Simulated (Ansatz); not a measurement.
In doubt: masses and optical values from hybrid runs of this build are listed as unsure, which bears on the screening that GW takes from such a start.

Rows from a G0W0 calculation on CsPbCl3 (Pm-3m) (Ansatz 0.2.0; G0W0 on HSE06, plane waves, PAW; PAW set soft_1; 2×2×2 mesh, 399 empty bands, screening to 100 eV, PAW set soft_1 files), in eV. Spin-orbit coupling is left out.

| row | Σx | Σc | Vxc | Z |
| --- | --- | --- | --- | --- |
| A | -7.32 | -3.45 | -11.17 | 0.81 |
| B | -20.92 | 2.90 | -17.48 | 0.76 |
| C | -21.02 | 1.43 | -19.19 | 0.79 |

Question: Which rows are filled states and which are empty ones, and how can one tell?

Filled: B and C. Empty: A. The sign of Σc tells: for a filled state bare exchange, which holds its interaction with itself, lies below Vxc (Σx − Vxc is -1.8 eV or lower here) and screening gives part back as a positive Σc. For an empty state Σx lies above Vxc (+3.8 eV or more) and the Coulomb hole leaves Σc negative.

[Runs of the session that timed out or met a known fault of the program may be left out.]

[Cells called generated may have been cut or substituted from an entry of the Crystallography Open Database or the Materials Project.]

[Hosts, paths, dates, database ids (printed as entryN), source tags and the programs' standing remarks are cut or masked in the printed files.]
